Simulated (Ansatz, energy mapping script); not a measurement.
# VOF2 monolayer: a spin model with pencil and paper

A handful of total energies of VOF2 monolayer fix a spin model. One order is withheld as a test.

Main program and level: Ansatz 0.2.0; LDA with U = 2.88 eV on V d, ortho-atomic projectors; plane waves, U on orthogonalised atomic orbitals unless named otherwise, collinear spin, no spin–orbit coupling.

### Step 1. The starting structure

The cell holds 4 atoms: 1 V, 1 O and 2 F. Its edges and angles: a = 3.103 Å, b = 3.633 Å, c = 17.510 Å, α = 90.0°, β = 90.0°, γ = 90.0°. It derives from VOF2. one layer cut from the bulk crystal, unrelaxed, 15 A of vacuum. Vacuum lies along c.

The cell comes from a database of computed structures, and need not be the one that the compound takes in experiment.

### Step 2. Two of the runs

The parallel order and one order with opposed moments, in one cell and on one mesh:

input.yaml reads:

```yaml
crystal:
  lattice:
    - [6.205766, 0.0, 0.0]
    - [0.0, 3.633212, 0.0]
    - [0.0, 0.0, 17.509763]
  atoms:
    - { symbol: V, position: [0.259939, 0.5, 0.5], spin: 2.0 }
    - { symbol: V, position: [0.759939, 0.5, 0.5], spin: 2.0 }
    - { symbol: O, position: [0.259939, 0.0, 0.5] }
    - { symbol: O, position: [0.759939, 0.0, 0.5] }
    - { symbol: F, position: [0.009939, 0.5, 0.571668] }
    - { symbol: F, position: [0.509939, 0.5, 0.571668] }
    - { symbol: F, position: [0.009939, 0.5, 0.428332] }
    - { symbol: F, position: [0.509939, 0.5, 0.428332] }
magnetization:
  spin_polarized: true
kpoints:
  mp_grid: { grid: [4, 6, 1] }
hamiltonian:
  xc: lda
  hubbard:
    sites:
      - { species: V, l: d, u_eff: 2.88 }
      - { site: 0, l: d, u_eff: 2.88, starting_ns: [{ spin: up, occupation_matrix: v1_major }, { spin: down, occupation_matrix: v1_minor }] }
      - { site: 1, l: d, u_eff: 2.88, starting_ns: [{ spin: up, occupation_matrix: v1_major }, { spin: down, occupation_matrix: v1_minor }] }
    projectors: ortho-atomic
    occupation_matrices:
      v1_major:
        matrix:
          - [0.884, 0.0, 0.0, -0.239, 0.0]
          - [0.0, 0.225, 0.0, 0.0, 0.0]
          - [0.0, 0.0, 0.264, 0.0, 0.0]
          - [-0.239, 0.0, 0.0, 0.457, 0.0]
          - [0.0, 0.0, 0.0, 0.0, 0.281]
      v1_minor:
        matrix:
          - [0.108, 0.0, 0.0, 0.089, 0.0]
          - [0.0, 0.198, 0.0, 0.0, 0.0]
          - [0.0, 0.0, 0.196, 0.0, 0.0]
          - [0.089, 0.0, 0.0, 0.267, 0.0]
          - [0.0, 0.0, 0.0, 0.0, 0.21]
scf:
  occupations: { method: fermi_dirac, width: 0.05 }
output:
  eigenvalues: true
```

The run is started by

```
$ ansatz run input.yaml --threads 4 --pin off --max-ram 8192MiB --backend cpu --events-out ev --progress --plain --runs-dir out
```

Numbers of over 12 decimals in the logs are rounded to 6 here.

The log of the run:

```text
Engine: ansatz 0.2.0, aarch64-unknown-linux-gnu
Pseudopotentials: kind: paw
Pseudopotential: V, paw, valence charge 13, recommended cutoff 420 eV (normal), V.paw.azcp
Pseudopotential: O, paw, valence charge 6, recommended cutoff 420 eV (normal), O.paw.azcp
Pseudopotential: F, paw, valence charge 7, recommended cutoff 420 eV (normal), F.paw.azcp
Functional definition: SPW92
  exchange = slater_x
  correlation = pw_c
[...]
k-point 1 ↑: bands = [... 29 lower, -6.6031, -6.4865, -6.3796, -5.9831, -5.6976, -3.6377, -3.5341, -3.5164, ... 6 higher]
  k-point 2 ↑: bands = [... 29 lower, -7.1370, -6.4042, -6.3701, -5.9746, -5.6652, -2.7134, -2.5329, -2.5324, ... 6 higher]
  k-point 11 ↓: bands = [... 29 lower, -6.8317, -6.7074, -6.7074, -1.6893, -1.6893, -1.4924, -1.4924, -1.3949, ... 6 higher]
Occupation matrices written to <dir>
[key lines of the parts left out:]
SCF converged after 17 iterations
Magnetization: 2.0000 μB (34.0000 up, 32.0000 down)
Free energy (F): -10005.336780 eV
Fermi energy:    -4.954292 eV
```

Wall time 14 s (4 threads of Arm Neoverse V1, shared host); peak memory 0.94 GiB; 50 s of CPU time.

input.yaml, as its differences from that of step 2:

```diff
@@ -7,3 +7,3 @@
     - { symbol: V, position: [0.259939, 0.5, 0.5], spin: 2.0 }
-    - { symbol: V, position: [0.759939, 0.5, 0.5], spin: 2.0 }
+    - { symbol: V, position: [0.759939, 0.5, 0.5], spin: -2.0 }
     - { symbol: O, position: [0.259939, 0.0, 0.5] }
@@ -24,3 +24,3 @@
       - { site: 0, l: d, u_eff: 2.88, starting_ns: [{ spin: up, occupation_matrix: v1_major }, { spin: down, occupation_matrix: v1_minor }] }
-      - { site: 1, l: d, u_eff: 2.88, starting_ns: [{ spin: up, occupation_matrix: v1_major }, { spin: down, occupation_matrix: v1_minor }] }
+      - { site: 1, l: d, u_eff: 2.88, starting_ns: [{ spin: up, occupation_matrix: v1_minor }, { spin: down, occupation_matrix: v1_major }] }
     projectors: ortho-atomic
```

The log of the run:

```text
[...]
Crystal: 8 atoms, lattice volume = 394.790 Å³
Basis set: ecut = 420 eV, 7659 PW (Γ)
Bands: 43, of which v1, the nominal top of the filled ones, is band 33 counted from 1 (32 counted from 0)
Symmetry: 8 space group operations
[...]
k-points: 12 of 24
[...]
Starting moments: Σ|m| = 4 μB on 2 of 8 sites
[...]
k-point 1 ↑: bands = [... 29 lower, -6.6835, -6.5436, -6.3702, -5.8068, -3.5455, -3.5302, -2.7772, -2.7253, ... 6 higher]
  k-point 2 ↑: bands = [... 29 lower, -7.0892, -6.4434, -6.3986, -5.7893, -2.6043, -2.5352, -1.8963, -1.8621, ... 6 higher]
  k-point 11 ↓: bands = [... 29 lower, -6.8305, -6.7142, -6.7070, -5.5987, -2.1721, -2.0696, -1.7548, -1.6999, ... 6 higher]
Occupation matrices written to <dir>
[key lines of the parts left out:]
SCF converged after 17 iterations
Magnetization: -0.0000 μB (33.0000 up, 33.0000 down)
Free energy (F): -10005.321525 eV
Fermi energy:    -4.877083 eV
```

Run time: 14 s. Hardware: 4 threads; peak memory 0.95 GiB; 51 s of CPU time.

At zero occupation width the energies are -10005.33678 and -10005.32152 eV for 2 V atoms, so ΔE = 1000 × (-10005.32152 − (-10005.33678)) / 2 = 7.63 meV a magnetic atom.

### Step 3. The orders used, and who is opposed

Each order is measured in this way from the parallel run of its own cell. n counts, for a mean magnetic atom, the neighbours of each shell whose moment is opposed.

| order | ΔE (meV) | n at 3.10 Å (of 2) | n at 3.63 Å (of 2) | n at 4.78 Å (of 4) |
| --- | --- | --- | --- | --- |
| compensated +− in cell A | 7.63 | 2 | 0 | 4 |
| compensated +− in cell B | 7.98 | 2 | 2 | 0 |
| compensated +− in cell C | 0.37 | 0 | 2 | 4 |
| uncompensated ++− in cell D | ? | 1.33 | 1.33 | 1.33 |

Wanted: the couplings, and ΔE of the order “uncompensated ++− in cell D”.

### Step 4. The equations

With E = −Σ J e·e over ordered pairs of unit vectors, an atom's energy is −Σ J (z − 2n), since each opposed neighbour turns +1 into −1. Against the parallel order, ΔE = 2 Σ n J:

- 4 J₁ + 8 J₃ = 7.63
- 4 J₁ + 4 J₂ = 7.98
- 4 J₂ + 8 J₃ = 0.37

Cramer's rule: the determinant of the left side is D = 256.0; with the column of each J replaced by the energies it is D₁ = 487.7, D₂ = 23.04 and D₃ = 0.3200. So J₁ = 1.91 meV, J₂ = 0.0900 meV and J₃ = 0.00125 meV.

### Step 5. The order left out

ΔE = 2.66 × (1.91) + 2.66 × (0.0900) + 2.66 × (0.00125) = 5.31 meV.

### Step 6. Mean-field temperature

In the lowest order (parallel) a spin feels the field h = 2 J₀ m with J₀ = Σ J (z − 2n) = (1.91) × (2) + (0.0900) × (2) + (0.00125) × (4) = 3.995 meV. For classical unit spins m ≈ h/3k_BT near the transition, so k_BT = 2 J₀/3 and T = 2 × 3.995 / (3 × 0.08617) = 30.9 K.

### Step 7. Outcome

```
J₁, V–V at 3.10 Å                   : 1.91 meV
J₂, V–V at 3.63 Å                   : 0.0900 meV
J₃, V–V at 4.78 Å                   : 0.00125 meV
ΔE predicted for the withheld order : 5.31 meV
ΔE of the withheld run              : 5.21 meV
mean-field temperature by hand      : 30.9 K
```

In words: The hand solution predicts 5.31 meV and the withheld run gave 5.21 meV, a miss of 0.10 meV on a scale of 7.98 meV, so these shells carry the energies well. A least-squares fit to all 4 orders gives 1.90, 0.0861 and 0.00197 meV. The least-squares couplings give 30.8 K in mean field. These couplings act within layers or chains, so the value is a scale of energy and no ordering temperature. This set was picked because its moments stay put and its equations are well conditioned; many sets are less well behaved. Shells left out of the hand model add to these values wherever the orders used reverse them, so each J is partly a sum. A fit with one more shell, at 6.21 Å, gives 1.9, 0.091, 0.0011 and -0.042 meV and 30.3 K in mean field.

[Logs and program files are shortened in this print: banners, set-up blocks, solver, clock and traceback lines can be left out without a mark of their own.]

[Logs are printed without paths, hosts, clocks, repeated set-up lines and the standing remarks that a program may print on its own settings, such as how far it seeks lower states.]

[Hosts, paths, dates, database ids (printed as entryN), source tags and the programs' standing remarks are cut or masked in the printed files.]

[Where a cell is said to come from a database of computed structures, the database is the Materials Project.]
